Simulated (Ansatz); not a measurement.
# La2PbS4 (I-42d):S_i (8-fold void), thermodynamic levels from a 56-atom cell, part 2 of 2

Charge states of S_i (8-fold void) in La2PbS4 (I-42d), set against the band edges. Model: a cell of 56 host atoms with 1 S put in.

Ansatz; place-levels on PBEsol runs: charge-transition levels and formation energies with image-charge correction and potential alignment at the atomic sites.

So far. Step 3 (place-levels, PBEsol): Under PBEsol the gap is 2.10 eV, (+1/0) 0.38, (0/−1) 2.26 (outside the gap), (−1/−2) 1.42 eV; the steps are inverted, so the lowest state changes at (0/−2) 1.84 eV.

## Step 4: The same at the relaxations' own k-points

The relaxations' own energies give the levels at their sampling, for comparison.

The input, levels.relax_mesh.yaml:

```yaml
host:
  run: host.relax.run
  levels_from: { run: edges.relax.run }
states: [qm2.relax.run, qm1_M1.relax.run, q0.relax.run, qp1_M1.relax.run]
chemical_potentials:
  S:
    energy: -884.879081
    dataset: "<sha256 of the dataset>"
```

Command:

```console
$ ansatz place-levels levels.relax_mesh.yaml -- --threads 4 --pin off --max-ram 14131MiB
```

Numbers of over 12 decimals in the logs are rounded to 6 here.

The log of the run:

```text
(+1/0) 0.389 eV above the valence edge, 1.707 eV under the conduction edge
(0/-1) 2.288 eV above the valence edge, in the conduction band; not on the lower envelope
[...]
formation energy of charge +1: +0.949 eV with the Fermi level at the valence edge
formation energy of charge 0: +1.338 eV with the Fermi level at the valence edge
formation energy of charge -1: +3.626 eV with the Fermi level at the valence edge
formation energy of charge -2: +5.050 eV with the Fermi level at the valence edge
  edges by pbesol of host.levels_from (edges.relax.run), its mesh sampled to repeats of 37.56 Å (the valence edge +0.062 eV and the conduction edge -0.160 eV from those of the host's own run), gap 2.096 eV; the host is sampled to repeats of 12.26 Å
[... the lines on each state left out ...]
```

Elapsed: 0.15 s, on 4 threads of Arm Neoverse V2, shared host.

Levels between neighbouring charges, in eV above the valence top:

```
                        gap (eV)  (+1/0)  (0/−1)  (−1/−2)
one point at (¼, ¼, ¼)      2.10    0.39    2.29     1.42
  a 2×2×2 shifted mesh      2.10    0.38    2.26     1.42
```

Going from one point at (¼, ¼, ¼) to a 2×2×2 shifted mesh moves the levels that carry no band-filling term by up to 0.03 eV and formation energies against the elements by up to 0.02 eV.

## Step 5: Levels against the band edges, r2SCAN

r2SCAN on the same structure is run to see how far the result rests on the functional, though not on the errors that semilocal functionals share; the sampling changes too, to one point at (¼, ¼, ¼), so differences hold both changes.

The input, qm2.r2scan/input.yaml:

```yaml
crystal:
  checkpoint: "../qm2.relax.run"
  host: checkpoint
total_charge: -2
basis:
  ecutwfc: 500
  xc_grid: 2
hamiltonian:
  xc: r2scan
kpoints:
  mp_grid: { grid: [1, 1, 1], shift: [0.25, 0.25, 0.25] }
scf:
  occupations: { method: fermi_dirac, width: 0.01 }
  max_iter: 80
output:
  forces: true
  eigenvalues: true
  charged_corrections:
    epsilon: [9.97, 9.97, 9.65]
    static_epsilon: [38.65, 38.65, 35.03]
    defect_position: [0.502062, 0.372938, 0.877062]
checkpoint:
  write: "../qm2.r2scan.run"
  compress: false
  write_wavefunctions: false
  write_every: 100000
```

Elapsed: 56 s, on 4 threads; peak memory 3.4 GiB; 3.6 min of CPU time.

The input, levels.r2scan.yaml:

```yaml
host:
  run: host.r2scan.run
  levels_from: { run: edges.r2scan.run }
states: [qm2.r2scan.run, qm1_M1.r2scan.run, q0.r2scan.run, qp1_M1.r2scan.run]
geometry_from:
  qm2.r2scan.run: qm2.relax.run
  qm1_M1.r2scan.run: qm1_M1.relax.run
  q0.r2scan.run: q0.relax.run
  qp1_M1.r2scan.run: qp1_M1.relax.run
  host.r2scan.run: host.relax.run
chemical_potentials:
  S:
    energy: -905.805179
    dataset: "<sha256 of the dataset>"
```

Command:

```console
$ ansatz place-levels levels.r2scan.yaml -- --threads 4 --pin off --max-ram 14131MiB
```

The log of the run:

```text
(+1/0) 0.446 eV above the valence edge, 2.042 eV under the conduction edge
(0/-1) 2.553 eV above the valence edge, in the conduction band; not on the lower envelope
[...]
formation energy of charge +1: +1.592 eV with the Fermi level at the valence edge
formation energy of charge 0: +2.038 eV with the Fermi level at the valence edge
formation energy of charge -1: +4.591 eV with the Fermi level at the valence edge
formation energy of charge -2: +6.161 eV with the Fermi level at the valence edge
  edges by r2scan of host.levels_from (edges.r2scan.run), its mesh sampled to repeats of 37.56 Å (the valence edge +0.076 eV and the conduction edge -0.173 eV from those of the host's own run), gap 2.489 eV; the host is sampled to repeats of 12.26 Å
[... the lines on each state left out ...]
```

It took 0.23 s on 4 threads.

Under r2SCAN the gap is 2.49 eV, (+1/0) 0.45, (0/−1) 2.55 (outside the gap), (−1/−2) 1.57 eV; the steps are inverted, so the lowest state changes at (0/−2) 2.06 eV.

## Step 6: Another choice

The levels are placed again with one choice changed, to see how much they rest on it.

levels.try0.yaml is levels.point.yaml with these lines changed:

```diff
-epsilon: [9.97, 9.97, 9.65]
-static_epsilon: [38.65, 38.65, 35.03]
+epsilon: 13.12
+static_epsilon: 49.75
```

Command:

```console
$ ansatz place-levels levels.try0.yaml -- --threads 4 --pin off --max-ram 14131MiB
```

The log of the run:

```text
(+1/0) 0.388 eV above the valence edge, 1.708 eV under the conduction edge
(0/-1) 2.250 eV above the valence edge, in the conduction band; not on the lower envelope
[...]
formation energy of charge +1: +0.960 eV with the Fermi level at the valence edge
formation energy of charge 0: +1.348 eV with the Fermi level at the valence edge
formation energy of charge -1: +3.598 eV with the Fermi level at the valence edge
formation energy of charge -2: +4.998 eV with the Fermi level at the valence edge
vertical -2 to 0: no energy, since no alignment is typed
vertical -1 to 0: no energy, since no alignment is typed
vertical +1 to 0: no energy, since no alignment is typed
[...]
[... the lines on each state left out ...]
```

The change: single dielectric constants in place of the tensors, a third over their means.

Levels in eV above the valence top; the changed ones are not the defect's:

```csv
,gap (eV),(+1/0),(0/−1),(−1/−2)
changed,2.10,0.39,2.25,1.40
as set up,2.10,0.38,2.26,1.42
```

The largest shift is 0.02 eV.

## Step 7: The ladder

Levels between neighbouring charges, in eV above each run's own valence top:

|  | gap (eV) | (+1/0) | (0/−1) | (−1/−2) | CPU time a state at this stage (restarts are quicker than cold starts) |
| --- | --- | --- | --- | --- | --- |
| PBEsol, 2×2×2 shifted mesh | 2.10 | 0.38 | 2.26 | 1.42 | 14 min |
| r2SCAN on PBEsol structures, (¼, ¼, ¼) | 2.49 | 0.45 | 2.55 | 1.57 | 7.2 min |

## Step 8: Outcome

```json
{"gap of the host": "2.10 eV (PBEsol)", "level (plus 1/0)": "0.38 eV above the valence top", "level (0/minus 1)": "2.26 eV above the valence top, past the conduction bottom, not a change between lowest states", "level (minus 1/minus 2)": "1.42 eV above the valence top, not a change between lowest states", "level (0/minus 2)": "1.84 eV above the valence top", "lowest of the charges placed, just above the valence top (0.02 eV)": "+1", "lowest of the charges placed, just below the conduction bottom (0.02 eV)": "−2", "lowest formation energy at mid-gap of the charges run, elemental references": "1.35 eV"}
```

What this shows: Of the charges placed (−2, −1, 0 and +1), the lowest changes at 0.38 eV (+1/0) and 1.84 eV (0/−2) above the valence top, in a gap of 2.10 eV. (0/−2) passes over charge −1, which lies 0.42 eV above the two there; a lower structure or spin state of it, if missed, would change that. Charges above +1 and below −2 were not placed, so these runs say nothing of levels that involve them. States placed: +1 at 1 μB; 0 at 0 μB; −1 at 1 μB; −2 at 0 μB. Other spin states or structures, where not listed, weren't placed. At charge 0 and +1 the atom put in ends up to 1.0 Å from its starting place, so the name tells the start alone and the levels can join different sites. Going from one point at (¼, ¼, ¼) to a 2×2×2 shifted mesh moves the levels that carry no band-filling term by up to 0.03 eV and formation energies against the elements by up to 0.02 eV. The program doubts the alignment of potentials for at least one state, a sign that the cell is small. What this leaves open: PBEsol makes the gap too small and tends to spread out bound carriers; spin–orbit coupling, which can matter with heavy atoms, is left out; force components of up to 0.10 eV/Å remain in a run at the final settings.

[Logs are printed without paths, hosts, clocks, repeated set-up lines and the standing remarks that a program may print on its own settings, such as how far it seeks lower states.]

[Hosts, paths, dates, database ids (printed as entryN), source tags and the programs' standing remarks are cut or masked in the printed files.]

[Where a table of states has a column of steps, it counts the stored structures, which are thinned; the runs took as many ionic steps or more.]

[A defect's name tells the site on which it was built; relaxed atoms can leave that site.]

[For some hosts the program warned that the k-mesh of the response run may be too coarse for force constants and the static dielectric constant; such warnings are not shown here.]
